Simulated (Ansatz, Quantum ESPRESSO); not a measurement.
# CsH (Fm-3m): phonons by linear response, part 2 of 2

Aim: the phonon dispersion of CsH (Fm-3m), checked by a second program.

Quantum ESPRESSO 7.5; DFT LDA, scalar-relativistic, plane waves, PseudoDojo norm-conserving pseudopotentials.

So far. Step 9 (Modes with the sum rule): The rule moves no optical mode by more than 0.1 cm⁻¹. Step 12 (Modes along a direction of q (1 0 0)): The field moves one mode, from 452 to 724 cm⁻¹; the others stay. The relaxed cell has a = 6.094 Å (conventional setting).

The database entry behind the starting cell differs from later determinations by our own check (0.1 to 0.3 % short, probably kX units), so it need not match the best structure at ambient conditions.

**13. The dispersion under another sum rule (asr no)**

The sum rule corrects the force constants themselves, so it can shift branches at any wavevector, low ones most.

File matdyn.in:

```
&input
   asr = 'no'
   flfrc = 'x.fc'
   flfrq = 'x.freq'
   flvec = 'x.modes'
   q_in_band_form = .true.
   q_in_cryst_coord = .true.
/
8
  0.0000000   0.0000000   0.0000000   8  ! GAMMA
 -0.0000000   0.5000000   0.5000000   8  ! X
 -0.0000000   0.6250000   0.3750000   1  ! U
 -0.3750000   0.3750000  -0.0000000   8  ! K
  0.0000000   0.0000000   0.0000000   8  ! GAMMA
 -0.0000000   0.5000000  -0.0000000   8  ! L
 -0.2500000   0.5000000   0.2500000   8  ! W
 -0.0000000   0.5000000   0.5000000   1  ! X
```

Command:

```bash
$ matdyn.x -in matdyn.in > matdyn.out
```

Elapsed: 0.63 s, on 1 thread of Intel Xeon 6975P-C (Granite Rapids), shared host.

This step gave:

```yaml
lowest_frequency_on_the_path: 0.8856 cm⁻¹
```

At the labelled points the branches move by no more than 1.0 cm⁻¹.

**14. A changed mass**

Force constants don't depend on the masses, so an isotope effect costs no new response.

File matdyn.in:

```
&input
   asr = 'crystal'
   flfrc = 'x.fc'
   flfrq = 'x.freq'
   flvec = 'x.modes'
   q_in_band_form = .true.
   q_in_cryst_coord = .true.
   amass(1) = 132.905
   amass(2) = 2.016
/
8
  0.0000000   0.0000000   0.0000000   8  ! GAMMA
 -0.0000000   0.5000000   0.5000000   8  ! X
 -0.0000000   0.6250000   0.3750000   1  ! U
 -0.3750000   0.3750000  -0.0000000   8  ! K
  0.0000000   0.0000000   0.0000000   8  ! GAMMA
 -0.0000000   0.5000000  -0.0000000   8  ! L
 -0.2500000   0.5000000   0.2500000   8  ! W
 -0.0000000   0.5000000   0.5000000   1  ! X
```

Command:

```bash
$ matdyn.x -in matdyn.in > matdyn.out
```

Run time: 0.64 s. Hardware: 1 thread.

This step gave:

```yaml
lowest_frequency_on_the_path: 0 cm⁻¹
```

Matdyn.x, sum rule crystal. The phonon branches at the labelled points (cm⁻¹):

```tsv
point	branch 1	branch 2	branch 3	branch 4	branch 5	branch 6
Γ	0	0	0	321	321	514
halfway	24	24	57	361	361	471
X	27	27	57	335	335	367
halfway	31	36	56	341	353	373
U	37	49	51	354	386	395
jump to K	37	49	51	354	386	395
halfway	30	39	53	362	385	501
Γ	0	0	0	321	321	514
halfway	33	33	46	363	363	518
L	42	42	64	401	401	523
halfway	42	45	58	378	391	464
W	45	45	48	376	379	379
halfway	34	40	54	354	356	376
X	27	27	57	335	335	367
```

The top of the path falls from 740 to 523 cm⁻¹, a ratio of 0.71; a mode of that atom alone would give 0.71.

**15. A second program**

A second program on the same cell, potentials, cutoff and meshes tests the implementation of the phonon response, not its convergence. Its field response is summed in its own way. Its k mesh is centred on Γ.

This step: DFT LDA, scalar-relativistic, plane waves, PseudoDojo norm-conserving pseudopotentials (Ansatz 0.2.0).

File input.yaml:

```yaml
crystal:
  lattice:
    - [-3.0471400243, 0.0, 3.0471400243]
    - [0.0, 3.0471400243, 3.0471400243]
    - [-3.0471400243, 3.0471400243, 0.0]
  atoms:
    - { symbol: Cs, position: [0.0, 0.0, 0.0] }
    - { symbol: H, position: [0.5, 0.5, 0.5] }
kpoints:
  mp_grid: { grid: [6, 6, 6] }
hamiltonian:
  xc: lda
  pseudopotentials: { kind: nc, accuracy: standard }
scf:
  occupations: { method: fixed }
output:
  eigenvalues: true
basis:
  ecutwfc: 1006.821
phonons:
  method: dfpt
  dielectric: true
  rigid_motions: translations
  qmesh: [2, 2, 2]
  temperatures: { t_max: 1000, t_step: 50 }
  qpath:
    path:
      - [[0.0, 0.0, 0.0], [0.0, 0.5, 0.5], [0.0, 0.625, 0.375]]
      - [[-0.375, 0.375, 0.0], [0.0, 0.0, 0.0], [0.0, 0.5, 0.0], [-0.25, 0.5, 0.25], [0.0, 0.5, 0.5]]
    npoints: 12
```

Command:

```bash
$ ansatz run input.yaml --threads 2 --pin off --max-ram 4096MiB --backend cpu --events-out ev --progress --plain --runs-dir out
```

Wall time 22 s (2 threads); peak memory 0.69 GiB; 42 s of CPU time.

Read from the output:

- sum-rule residual before enforcement: 3.98e-5 eV/Å²
- miss of the charge sum rule: 3.23e-4 e
- estimated error of the dielectric tensor: 0.008101
- estimated error of the Born charges: 0.009692 e
- mean frequency: 305.2 cm⁻¹
- Debye temperature (second moment): 753 K
- logarithmic mean frequency: 153.5 cm⁻¹
- mean high-frequency dielectric constant: 3.594
- largest Born charge in size (third of the trace): 1.149 e
- mean static dielectric constant: 9.203
- lowest mode on the q mesh (acoustic ones at the zone centre apart): 27.41 cm⁻¹
- zero-point energy per atom: 56.76 meV
- vibrational entropy at 300 K: 35.88 J/(mol atoms K)

Transverse modes. Lines of the infrared spectrum (strongest = 100):

```tsv
position (cm⁻¹)	label	IR intensity ((D/Å)²/amu), degenerate modes summed, relative
452	T1u	100
```

**16. The two compared: QE PseudoDojo and Ansatz, PseudoDojo**

Numbers from this step:

```yaml
root_mean_square_difference: 0.01 cm⁻¹
largest_difference: 0.02 cm⁻¹
root_mean_square_difference_on_the_path: 0 cm⁻¹
largest_difference_on_the_path: 0.1 cm⁻¹
```

The two runs side by side. Further quantities:

```tsv
quantity	QE PseudoDojo	Ansatz, PseudoDojo
mean ε∞	3.645	3.594
largest Born charge in size (e; the first before, the second after the charge sum rule)	1.159	1.149
```

The interpolated bands of the two lie on top of each other.

At the solved wavevectors the largest difference (acoustic modes at Γ apart) is 0.003 % of the highest mode.

**17. Results**

```
space group after relaxation                                       : Fm-3m
volume per atom                                                    : 28.3 Å³
gap on the k-mesh                                                  : 1.75 eV
highest optical zone-centre mode (no LO-TO term)                   : 452.2 cm⁻¹
highest mode moved by the LO-TO term                               : 723.6 cm⁻¹
mean high-frequency dielectric constant                            : 3.64
largest Born charge in size (third of the trace)                   : 1.16 e
mean static dielectric constant                                    : 9.33
q mesh                                                             : 2×2×2
lowest mode on the q mesh (acoustic ones at the zone centre apart) : 27.4 cm⁻¹
zero-point energy per atom                                         : 56.8 meV
heat capacity at 300 K                                             : 19.4 J/(mol atoms K)
vibrational entropy at 300 K                                       : 35.8 J/(mol atoms K)
imaginary modes on the q mesh                                      : none
largest difference from Ansatz, PseudoDojo                         : 0.02 cm⁻¹
```

In words: CsH (Fm-3m) is dynamically stable on the 2×2×2 mesh; its spectrum reaches 740 cm⁻¹. At the LDA level the optical modes of CsH (Fm-3m) at the zone centre (no LO-TO term) lie at 452 cm⁻¹. Along the directions run, the highest mode that the macroscopic field moves lies at 724 cm⁻¹. Lattice motion raises the mean dielectric constant from 3.645 to 9.333. The Lyddane-Sachs-Teller relation holds: (ωLO/ωTO)² is 2.56 and ε₀/ε∞ is 2.56. QE PseudoDojo and Ansatz, PseudoDojo agree to 0.02 cm⁻¹ (0.003 % of the highest mode compared) on all solved modes but the acoustic ones at Γ, without the LO-TO term. These are harmonic frequencies at zero temperature: anharmonic shifts and linewidths and thermal expansion are left out. Spin-orbit coupling is left out, which can matter for the heavy elements here. The q mesh stands for a supercell only 8.6 Å across, so branches between the solved wavevectors are rough.

[Host names and launcher messages were left out of these logs when they were recorded.]

[Logs are printed without paths, hosts, clocks, repeated set-up lines and the standing remarks that a program may print on its own settings, such as how far it seeks lower states.]

[Hosts, paths, dates, database ids (printed as entryN), source tags and the programs' standing remarks are cut or masked in the printed files.]
